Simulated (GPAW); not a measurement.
## CaGaSiH (P3m1): G0W0 with GPAW, start to end

How does a plane-wave GW calculation on CaGaSiH (P3m1) run from the first input to the gap?

Main program and level: GPAW 26.7.0; LDA and many-body steps on it, plane waves.

Report form: the programs' logs are mostly left out.

## 1. Starting point

The structure is trigonal, space group P3m1 (No. 156). Conventional cell: a = 4.091 Å, b = 4.091 Å, c = 4.763 Å, α = 90.00°, β = 90.00°, γ = 120.00°. Ca has 3 H at 2.39 Å and 3 Si at 3.14 Å and 3 Ga at 3.17 Å nearest. Nearest to Ga lie 1 H at 1.75 Å and 3 Si at 2.43 Å. Nearest to Si lie 3 Ga at 2.43 Å and 3 Ca at 3.14 Å. H has 1 Ga at 1.75 Å and 3 Ca at 2.39 Å nearest. Farther neighbours are not listed.

Coordinates:

```
Ca Ga Si H
1.0
     4.09110    0.00000    0.00000
    -2.04555    3.54300    0.00000
     0.00000    0.00000    4.76280
Ca Ga Si H
1 1 1 1
Cartesian
  0.0000 2.3620 0.0000
  0.0000 0.0000 2.6519
  2.0455 1.1810 2.0656
  0.0000 0.0000 4.4056
```

The cell and positions come from the Crystallography Open Database and are kept as given unless a step says otherwise.

## 2. Ground state

This step: GPAW 26.7.0; DFT, LDA, plane waves, PAW.

The ground-state density comes first.

run.py

```python
import json
import numpy as np
from gpaw.mpi import world
from ase import Atoms
from gpaw import GPAW, PW, FermiDirac

atoms = Atoms(['Ca', 'Ga', 'Si', 'H'],
    cell=[[4.0911000000, 0.0000000000, 0.0000000000],
      [-2.0455500000, 3.5429965294, 0.0000000000],
      [0.0000000000, 0.0000000000, 4.7628000000]],
    scaled_positions=[[0.3333333333, 0.6666666667, 0.0000000000],
      [0.0000000000, 0.0000000000, 0.5568000000],
      [0.6666666667, 0.3333333333, 0.4337000000],
      [0.0000000000, 0.0000000000, 0.9250000000]],
    pbc=(True, True, True))
calc = GPAW(mode=PW(600),
    xc='LDA',
    kpts={'size': (6, 6, 6), 'gamma': True},
    occupations=FermiDirac(0.001),
    nbands=-8,
    convergence={'density': 1e-6, 'bands': -3},
    maxiter=100,
    txt='gs.txt')
atoms.calc = calc
res = {'energy': atoms.get_potential_energy()}
kpts = calc.get_ibz_k_points()
res['kpts'] = kpts
res['eigenvalues'] = [calc.get_eigenvalues(kpt=k) for k in range(len(kpts))]
res['n_electrons'] = calc.get_number_of_electrons()
calc.write('gs.gpw')

if world.rank == 0:
    with open('result.json', 'w') as f:
        json.dump(res, f, default=lambda x: x.tolist())
```

Launch:

```console
$ mpirun -n 4 gpaw python run.py
```

It took 9.7 s on 4 MPI ranks of Arm Neoverse V1, shared host; peak memory 0.69 GiB.

Numbers from this step:

| Item | Value |
| --- | --- |
| total energy | -17.00 eV |
| gap | 0.1329 eV |
| k of the valence top | 0, 0, 0.5 |
| k of the conduction bottom | 0.5, 0.5, 0 |
| least direct gap | 1.267 eV |

The gap is indirect, with the least direct gap 1.13 eV higher.

## 3. Empty states on the mesh, 3×3×2 mesh, 92 bands

The sums over transitions need many empty states on a uniform mesh; this step solves for them.

run.py

```python
import json
import numpy as np
from gpaw.mpi import world
from gpaw import GPAW

calc = GPAW('gs.gpw').fixed_density(kpts={'size': (3, 3, 2), 'gamma': True},
    nbands=107,
    convergence={'bands': 92},
    txt='nscf.txt')
calc.write('full.gpw', mode='all')
res = {}
kpts = calc.get_ibz_k_points()
res['kpts'] = kpts
res['eigenvalues'] = [calc.get_eigenvalues(kpt=k) for k in range(len(kpts))]
res['n_electrons'] = calc.get_number_of_electrons()

if world.rank == 0:
    with open('result.json', 'w') as f:
        json.dump(res, f, default=lambda x: x.tolist())
```

Launch:

```console
$ mpirun -n 4 gpaw python run.py
```

It took 14 s on 4 MPI ranks; peak memory 0.7 GiB; 55 s of CPU time.

Numbers from this step:

| Property | Result |
| --- | --- |
| gap | 0.3314 eV |
| k of the valence top | 0, 0, 0.5 |
| k of the conduction bottom | 0.3333, 0.3333, 0 |
| least direct gap | 1.278 eV |
| k points computed | 6 |
| lowest point of the top converged band, above the valence top | 53.8956 eV |

On this mesh the gap is 0.331 eV. The earlier step found 0.133 eV, so this mesh misses an edge.

## 4. Screening and self-energy, 3×3×2 mesh, 82 bands, screening to 65 eV

G0W0 replaces the xc potential by the self-energy, built once from these orbitals. Only a window of levels is corrected, while the sums run over the empty bands that the input names.

This step: G0W0 on LDA, plane waves, PAW.

run.py

```python
import json
import numpy as np
from gpaw.mpi import world
from gpaw.response.g0w0 import G0W0

gw = G0W0('full.gpw',
    filename='gw',
    kpts=[0, 1, 4],
    bands=(7, 11),
    ecut=65,
    nbands=82,
    integrate_gamma='WS',
    ppa=True)
gw.calculate()
res = {mode: {k: v for k, v in r.items() if k != 'sigma_eskwn'}
       for mode, r in gw.all_results.items()}

if world.rank == 0:
    with open('result.json', 'w') as f:
        json.dump(res, f, default=lambda x: x.tolist())
```

Launch:

```console
$ mpirun -n 4 gpaw python run.py
```

Run time: 12 s. Hardware: 4 MPI ranks; peak memory 1.2 GiB; 47 s of CPU time.

Numbers from this step:

| Item | Value |
| --- | --- |
| G0W0 gap on the points computed | 1.041 eV |
| least direct G0W0 gap on the computed points | 1.903 eV |
| Z at the valence top | 0.7741 |
| Z at the conduction bottom | 0.7850 |
| starting gap on the mesh | 0.3314 eV |
| k of the valence top | 0, 0, 0.5 |
| k of the conduction bottom | 0.3333, 0.3333, 0 |

The gap on the mesh goes from 0.33 eV to 1.04 eV, a correction of +0.71 eV. The start differs from the 0.13 eV found before because the two sample other k points.

Limits: finite bands, cutoff and mesh; no spin-orbit coupling; coarse k mesh. v1 is the top filled band, c1 the lowest empty one. Levels before and after the correction, in eV, zero at the valence-band top of each column:

```
           conduction bottom  valence top
Kohn-Sham               0.33         0.00
     G0W0               1.04         0.00
```

```
                        level  energy (eV)
Kohn-Sham        (0 0 0.5) v2       -0.338
Kohn-Sham        (0 0 0.5) v1        0.000
Kohn-Sham     (0 0 0.5) c1-c2        1.278
Kohn-Sham  (0.333 0.333 0) v2       -3.041
Kohn-Sham  (0.333 0.333 0) v1       -1.011
Kohn-Sham  (0.333 0.333 0) c1        0.331
Kohn-Sham  (0.333 0.333 0) c2        2.018
     G0W0        (0 0 0.5) v2       -0.280
     G0W0        (0 0 0.5) v1        0.000
     G0W0     (0 0 0.5) c1-c2        2.339
     G0W0  (0.333 0.333 0) v2       -3.124
     G0W0  (0.333 0.333 0) v1       -0.862
     G0W0  (0.333 0.333 0) c1        1.041
     G0W0  (0.333 0.333 0) c2        2.906
```

## 5. Where the time went

Times are wall times on 4 MPI ranks of Arm Neoverse V1, shared host, good to a factor of about two.

| step | time | share | memory (GiB) |
| --- | --- | --- | --- |
| ground state | 9.7 s | 27 % | 0.69 |
| empty states on the mesh | 14 s | 39 % | 0.7 |
| screening and self-energy | 12 s | 33 % | 1.2 |

## 6. Summary of results

```
LDA gap                              : 0.13 eV, indirect
G0W0 gap on the mesh                 : 1.04 eV
G0W0 gap over the zone (rigid shift) : 0.84 eV
GW settings                          : 3×3×2 mesh, 82 bands, screening to 65 eV, Godby-Needs plasmon pole
known limits                         : not at the basis limit; no spin-orbit coupling; coarse k mesh
```

**Reading.** G0W0 moves the gap on the mesh from 0.33 eV to 1.04 eV (+0.71 eV), with Z of 0.77 and 0.78 at the edges. The mesh misses the band edges by 0.20 eV in all; a rigid shift gives 0.84 eV for the zone. Only 3 of the mesh's irreducible points were corrected, so a valley elsewhere could overtake. Bands and cutoff are finite, so the gap is not at the basis limit. The miss can reach some tenths of an eV and take either sign; the mesh is an error of its own. These stock PAW sets were not made for GW; the filled d or f shell of Ga lies in the frozen core, which bears on start and correction. In the G0W0 run levels were corrected at 3 k points alone, so a gap called «on the mesh» is the least over those, and an edge elsewhere would be missed. A denser mesh or path gives a starting gap of 0.13 eV: the GW mesh misses a band edge, so its gaps are not the fundamental one. The 3×3×2 mesh is coarse for this cell, which bears on the long-range parts of exchange and screening. The many-body steps are scalar-relativistic: spin-orbit coupling is not in them.

[Paths, hosts, dates, memory and timing lines, banners, echoed tables and standing remarks are left out of the program output.]

[Logs are printed without paths, hosts, clocks, repeated set-up lines and the standing remarks that a program may print on its own settings, such as how far it seeks lower states.]

[Runs of the session that timed out or met a known fault of the program may be left out.]

[Hosts, paths, dates, database ids (printed as entryN), source tags and the programs' standing remarks are cut or masked in the printed files.]
